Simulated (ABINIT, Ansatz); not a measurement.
# Tb (P6_3/mmc): from the cell to the phonon bands

How does Tb (P6_3/mmc) vibrate, and is this structure a minimum?

Program: ABINIT 10.8.3. Level of theory: DFT PBE, scalar-relativistic, plane waves, PseudoDojo norm-conserving, 4f in core pseudopotentials. Results are calculated unless marked as measured.

**1. Set-up**

It takes space group P6_3/mmc (No. 194, hexagonal). Conventional cell: a = 3.601 Å, b = 3.601 Å, c = 5.694 Å, α = 90.00°, β = 90.00°, γ = 120.00°. Tb has 12 Tb at 3.53 to 3.60 Å nearest.

**2. A first look**

A first run with smearing and empty bands tells whether the crystal has a gap, which decides between fixed occupations and smearing later on.

Input file probe.abi:

```
# ground state
tolvrs 1.0d-08
prtden 1
prtwf 1

# basis, mesh and filling
ecut 21.0
ngkpt 6 6 4
nshiftk 1
shiftk 0.0 0.0 0.0
istwfk *1
occopt 7
tsmear 0.005
nband 18
nstep 100
diemac 9.0
prtebands 0
prtgsr 0

# cell and atoms
acell 6.804903775 6.804903775 10.75934466
rprim 
    1.0 0.0 0.0
    -0.5 0.8660254038 0.0
    0.0 0.0 1.0
ntypat 1
znucl 65
natom 2
typat 1 1
xred 
    1/3 2/3 0.25
    2/3 1/3 0.75
pp_dirpath "./pseudo"
pseudos "Tb.upf"
```

On the command line:

```bash
OMP_NUM_THREADS=1 mpirun -n 4 abinit probe.abi > probe.log
```

Numbers of over 12 decimals in the logs are rounded to 6 here.

probe.abo, the main output file:

```text
[banners, grids, parts of the stress and lines that vanish by symmetry left out]
- input  file    -> probe.abi
- output file    -> probe.abo
- root for input  files -> probei
[...]
Symmetries : space group P6_3/m m c (#194); Bravais hP (primitive hexag.)
[...]
mpw =        2020          nfft =       43200          nkpt =          21
[...]
== DATASET  1 ==================================================================
[...]
cutoff_energies: {ecut:  21.0, pawecutdg:  -1.0, }
[...]
ETOT  1  -85.254990183581    -8.525E+01 3.852E-02 4.375E+00
 ETOT  2  -85.290621189095    -3.563E-02 3.821E-03 2.512E-01
 ETOT  3  -85.290699938301    -7.875E-05 1.232E-03 2.136E-03
 ETOT  4  -85.290700415823    -4.775E-07 7.514E-04 2.953E-05
 ETOT  5  -85.290700424651    -8.827E-09 3.088E-04 4.041E-07
 ETOT  6  -85.290700424729    -7.819E-11 2.107E-04 2.637E-09
 At SCF step    6       vres2   =  2.64E-09 < tolvrs=  1.00E-08 =>converged.
[...]
sigma(1 1)=  5.70582961E-06  sigma(3 2)=  0.00000000E+00
  sigma(2 2)=  5.70582937E-06  sigma(3 1)=  0.00000000E+00
  sigma(3 3)=  2.15230846E-05  sigma(2 1)=  0.00000000E+00
[...]
convergence: {deltae: -7.819E-11, res2:  2.637E-09, residm:  2.107E-04, diffor: null, }
etotal    :  -8.52907004E+01
[...]
sigma(1 1)=  5.70582961E-06  sigma(3 2)=  0.00000000E+00
  sigma(2 2)=  5.70582937E-06  sigma(3 1)=  0.00000000E+00
  sigma(3 3)=  2.15230846E-05  sigma(2 1)=  0.00000000E+00
[...]
- sigma(1 1)=  1.67871303E-01  sigma(3 2)=  0.00000000E+00
- sigma(2 2)=  1.67871296E-01  sigma(3 1)=  0.00000000E+00
- sigma(3 3)=  6.33231012E-01  sigma(2 1)=  0.00000000E+00
[...]
fcart     -3.9569188811E-29  2.2845281811E-29 -4.8879117341E-32
           strten      5.7058296147E-06  5.7058293697E-06  2.1523084629E-05
================================================================================

[key lines of the parts left out:]
pressure_GPa:  -3.2299E-01
```

Wall time 13 s (4 MPI ranks of Intel Xeon Platinum 8259CL at 2.50GHz (Skylake/Cascade Lake), shared host); 49 s of CPU time.

This step gave:

```
volume per atom   : 31.97 Å³
pressure          : -0.3230 GPa
gap on the k-mesh : 0 eV
```

No gap opens on this mesh, so smearing is kept; the printed pressure holds the stress of the finite basis too.

**3. Relaxation**

The harmonic expansion needs vanishing forces, and a free crystal bears no stress, so cell and atoms are brought to rest. Stress is more sensitive to the basis than forces are: the last 3 Ha under the cutoff are smoothed with ecutsm, and the cutoff is raised above that of the later runs.

Input file relax.abi:

```
# relaxation
ionmov 2
optcell 2
dilatmx 1.08
ntime 40
tolmxf 1.0d-05
tolvrs 1.0d-14
prtwf 0
prtden 0
chksymtnons 0

# basis, mesh and filling
ecut 27.0
ecutsm 3.0
ngkpt 9 9 6
nshiftk 1
shiftk 0.0 0.0 0.0
istwfk *1
occopt 7
tsmear 0.01
nband 18
nstep 100
diemac 1000000.0
prtebands 0
prtgsr 0

# cell and atoms
acell 6.804903775 6.804903775 10.75934466
rprim 
    1.0 0.0 0.0
    -0.5 0.8660254038 0.0
    0.0 0.0 1.0
ntypat 1
znucl 65
natom 2
typat 1 1
xred 
    1/3 2/3 0.25
    2/3 1/3 0.75
pp_dirpath "./pseudo"
pseudos "Tb.upf"
```

On the command line:

```bash
OMP_NUM_THREADS=1 mpirun -n 4 abinit relax.abi > relax.log
```

relax.abo, the main output file:

```text
[banners, grids, parts of the stress and lines that vanish by symmetry left out]
- input  file    -> relax.abi
- output file    -> relax.abo
- root for input  files -> relaxi
[...]
Symmetries : space group P6_3/m m c (#194); Bravais hP (primitive hexag.)
[...]
mpw =        3675          nfft =       77760          nkpt =          48
[...]
== DATASET  1 ==================================================================
[...]
cutoff_energies: {ecut:  27.0, pawecutdg:  -1.0, }
[...]
ETOT  1  -85.259031747936    -8.526E+01 3.855E-02 6.047E+00
 ETOT  2  -85.293098195828    -3.407E-02 1.354E-02 8.062E-02
 ETOT  3  -85.293113791384    -1.560E-05 3.010E-03 2.380E-03
 ETOT  4  -85.293114056081    -2.647E-07 8.776E-04 2.512E-05
 ETOT  5  -85.293114058814    -2.733E-09 8.116E-04 4.417E-07
[...]
At SCF step   10       vres2   =  1.21E-16 < tolvrs=  1.00E-14 =>converged.
[...]
sigma(1 1)= -1.44530256E-05  sigma(3 2)=  0.00000000E+00
  sigma(2 2)= -1.44530259E-05  sigma(3 1)=  0.00000000E+00
  sigma(3 3)= -2.91716687E-06  sigma(2 1)=  0.00000000E+00
[...]
convergence: {deltae:  5.400E-13, res2:  1.212E-16, residm:  1.763E-05, diffor: null, }
etotal    :  -8.52931141E+01
[...]
ETOT  1  -85.293116671596    -8.529E+01 2.144E-05 1.911E-02
[...]
At SCF step    8       vres2   =  3.60E-16 < tolvrs=  1.00E-14 =>converged.
[...]
sigma(1 1)= -1.30049185E-05  sigma(3 2)=  0.00000000E+00
  sigma(2 2)= -1.30049188E-05  sigma(3 1)=  0.00000000E+00
  sigma(3 3)= -1.97001466E-06  sigma(2 1)=  0.00000000E+00
[...]
convergence: {deltae:  6.679E-13, res2:  3.601E-16, residm:  2.830E-05, diffor: null, }
etotal    :  -8.52931193E+01
[...]
ETOT  1  -85.292946509897    -8.529E+01 2.686E-05 1.415E+00
[...]
At SCF step    9       vres2   =  3.36E-16 < tolvrs=  1.00E-14 =>converged.
[...]
sigma(1 1)= -6.45714672E-07  sigma(3 2)=  0.00000000E+00
  sigma(2 2)= -6.45714912E-07  sigma(3 1)=  0.00000000E+00
  sigma(3 3)=  5.67831395E-06  sigma(2 1)=  0.00000000E+00
[...]
convergence: {deltae: -9.805E-13, res2:  3.361E-16, residm:  8.612E-06, diffor: null, }
etotal    :  -8.52931412E+01
[...]
ETOT  1  -85.293141464029    -8.529E+01 6.259E-06 6.743E-04
[...]
At SCF step    7       vres2   =  4.79E-15 < tolvrs=  1.00E-14 =>converged.
[...]
sigma(1 1)= -4.14472225E-07  sigma(3 2)=  0.00000000E+00
  sigma(2 2)= -4.14472465E-07  sigma(3 1)=  0.00000000E+00
  sigma(3 3)=  5.44140287E-06  sigma(2 1)=  0.00000000E+00
[...]
convergence: {deltae:  8.384E-13, res2:  4.793E-15, residm:  3.547E-06, diffor: null, }
etotal    :  -8.52931416E+01
[...]
ETOT  1  -85.293125555022    -8.529E+01 1.209E-02 9.197E-02
[...]
At SCF step    8       vres2   =  7.71E-15 < tolvrs=  1.00E-14 =>converged.
[...]
sigma(1 1)=  5.68328084E-07  sigma(3 2)=  0.00000000E+00
  sigma(2 2)=  5.68327843E-07  sigma(3 1)=  0.00000000E+00
  sigma(3 3)=  8.19752597E-07  sigma(2 1)=  0.00000000E+00
[...]
convergence: {deltae: -2.700E-13, res2:  7.711E-15, residm:  2.313E-06, diffor: null, }
etotal    :  -8.52931446E+01
[...]
ETOT  1  -85.293144257190    -8.529E+01 4.139E-03 3.281E-03
[...]
At SCF step    7       vres2   =  8.55E-15 < tolvrs=  1.00E-14 =>converged.
[...]
sigma(1 1)=  1.46570726E-07  sigma(3 2)=  0.00000000E+00
  sigma(2 2)=  1.46570485E-07  sigma(3 1)=  0.00000000E+00
  sigma(3 3)=  1.16650879E-07  sigma(2 1)=  0.00000000E+00
[...]
convergence: {deltae:  3.411E-13, res2:  8.553E-15, residm:  1.798E-06, diffor: null, }
etotal    :  -8.52931447E+01
[...]
ETOT  1  -85.293144691211    -8.529E+01 4.895E-06 2.162E-04
[...]
ETOT  6  -85.293144720481    -9.379E-13 5.489E-07 1.049E-13
 ETOT  7  -85.293144720480     8.384E-13 1.742E-07 4.017E-16
 At SCF step    7       vres2   =  4.02E-16 < tolvrs=  1.00E-14 =>converged.
[...]
sigma(1 1)=  3.15037631E-09  sigma(3 2)=  0.00000000E+00
  sigma(2 2)=  3.15013551E-09  sigma(3 1)=  0.00000000E+00
  sigma(3 3)= -2.08105823E-09  sigma(2 1)=  0.00000000E+00
[...]
convergence: {deltae:  8.384E-13, res2:  4.017E-16, residm:  1.742E-07, diffor: null, }
etotal    :  -8.52931447E+01
[...]
At Broyd/MD step   7, gradients are converged :
[...]
sigma(1 1)=  3.15037631E-09  sigma(3 2)=  0.00000000E+00
  sigma(2 2)=  3.15013551E-09  sigma(3 1)=  0.00000000E+00
  sigma(3 3)= -2.08105823E-09  sigma(2 1)=  0.00000000E+00
[...]
- sigma(1 1)=  9.26872709E-05  sigma(3 2)=  0.00000000E+00
- sigma(2 2)=  9.26801864E-05  sigma(3 1)=  0.00000000E+00
- sigma(3 3)= -6.12268468E-05  sigma(2 1)=  0.00000000E+00
[...]
fcart     -3.9367048365E-29 -6.8185727911E-29 -0.0000000000E+00
           strten      3.1503763053E-09  3.1501355066E-09 -2.0810582251E-09
================================================================================

[key lines of the parts left out:]
pressure_GPa:  -4.1380E-05
Total energy (etotal) [Ha]= -8.52931447204801E+01
```

Wall time 4.4 min (4 MPI ranks); 18 min of CPU time.

Step by step:

```tsv
step	energy less that of the first step (eV)	largest force (eV/Å)	volume (Å³)
1	0.0000	0.0000	63.94
2	-0.0001	0.0000	64.00
3	-0.0007	0.0000	64.52
4	-0.0007	0.0000	64.53
5	-0.0008	0.0000	64.50
6	-0.0008	0.0000	64.47
7	-0.0008	0.0000	64.47
```

```tsv
conventional cell, symmetrised	before	after	change
a (Å)	3.601	3.619	+0.5 %
b (Å)	3.601	3.619	+0.5 %
c (Å)	5.694	5.682	-0.2 %
volume (Å³/atom)	31.97	32.23	+0.8 %
```

The relaxed structure:

```
Tb
1.0
     3.61949    0.00000    0.00000
    -1.80975    3.13457    0.00000
     0.00000    0.00000    5.68218
Tb
2
Cartesian
  0.0000 2.0897 1.4205
  1.8097 1.0449 4.2616
```

Numbers from this step:

| Quantity | Value |
| --- | --- |
| volume per atom | 32.23 Å³ |
| pressure | -4.14e-5 GPa |

The volume changes by +0.8 % in this run and stands +0.8 % from the first cell.

**4. Ground state**

The response is built on these wavefunctions, so the potential is converged far more tightly than an energy would need. Smearing stays on, as the first look found no gap above 0.3 eV.

Input file gs.abi:

```
# ground state
tolvrs 1.0d-16
prtden 1
prtwf 1

# basis, mesh and filling
ecut 21.0
ngkpt 9 9 6
nshiftk 1
shiftk 0.0 0.0 0.0
istwfk *1
occopt 7
tsmear 0.01
nband 18
nstep 100
diemac 1000000.0
prtebands 0
prtgsr 0

# cell and atoms
acell 6.83984534 6.83984534 10.73777267
rprim 
    1.0 0.0 0.0
    -0.5 0.8660254038 0.0
    0.0 0.0 1.0
ntypat 1
znucl 65
natom 2
typat 1 1
xred 
    1/3 2/3 0.25
    2/3 1/3 0.75
pp_dirpath "./pseudo"
pseudos "Tb.upf"
```

On the command line:

```bash
OMP_NUM_THREADS=1 mpirun -n 4 abinit gs.abi > gs.log
```

gs.abo, the main output file:

```text
[banners, grids, parts of the stress and lines that vanish by symmetry left out]
- input  file    -> gs.abi
- output file    -> gs.abo
- root for input  files -> gsi
[...]
Symmetries : space group P6_3/m m c (#194); Bravais hP (primitive hexag.)
[...]
mpw =        2031          nfft =       43200          nkpt =          48
[...]
== DATASET  1 ==================================================================
[...]
cutoff_energies: {ecut:  21.0, pawecutdg:  -1.0, }
[...]
ETOT  1  -85.261982624152    -8.526E+01 4.223E-02 3.812E+00
 ETOT  2  -85.292323753195    -3.034E-02 9.960E-03 7.081E-02
 ETOT  3  -85.292348689841    -2.494E-05 7.268E-04 7.948E-04
 ETOT  4  -85.292348813364    -1.235E-07 4.509E-04 1.674E-05
 ETOT  5  -85.292348817452    -4.088E-09 1.405E-04 3.369E-07
[...]
ETOT  9  -85.292348817527     1.052E-12 4.619E-05 7.163E-15
 ETOT 10  -85.292348817528    -1.265E-12 3.916E-05 7.150E-17
 At SCF step   10       vres2   =  7.15E-17 < tolvrs=  1.00E-16 =>converged.
[...]
sigma(1 1)=  2.12717448E-05  sigma(3 2)=  0.00000000E+00
  sigma(2 2)=  2.12717445E-05  sigma(3 1)=  0.00000000E+00
  sigma(3 3)=  2.10764509E-05  sigma(2 1)=  0.00000000E+00
[...]
convergence: {deltae: -1.265E-12, res2:  7.150E-17, residm:  3.916E-05, diffor: null, }
etotal    :  -8.52923488E+01
[...]
sigma(1 1)=  2.12717448E-05  sigma(3 2)=  0.00000000E+00
  sigma(2 2)=  2.12717445E-05  sigma(3 1)=  0.00000000E+00
  sigma(3 3)=  2.10764509E-05  sigma(2 1)=  0.00000000E+00
[...]
- sigma(1 1)=  6.25836338E-01  sigma(3 2)=  0.00000000E+00
- sigma(2 2)=  6.25836331E-01  sigma(3 1)=  0.00000000E+00
- sigma(3 3)=  6.20090595E-01  sigma(2 1)=  0.00000000E+00
[...]
fcart      1.9683524183E-29 -3.4092863956E-29  4.8977314599E-32
           strten      2.1271744765E-05  2.1271744524E-05  2.1076450940E-05
================================================================================

[key lines of the parts left out:]
pressure_GPa:  -6.2392E-01
```

Elapsed: 27 s, on 4 MPI ranks.

This step gave:

```yaml
pressure: -0.6239 GPa
```

The cell stands at -0.62 GPa: the relaxation ran with a smoothed and higher cutoff, and the difference is a stress of the finite basis.

(Continued in part 2 of 3.)

[Host names and launcher messages were left out of these logs when they were recorded.]

[Logs are printed without paths, hosts, clocks, repeated set-up lines and the standing remarks that a program may print on its own settings, such as how far it seeks lower states.]

[Hosts, paths, dates, database ids (printed as entryN), source tags and the programs' standing remarks are cut or masked in the printed files.]
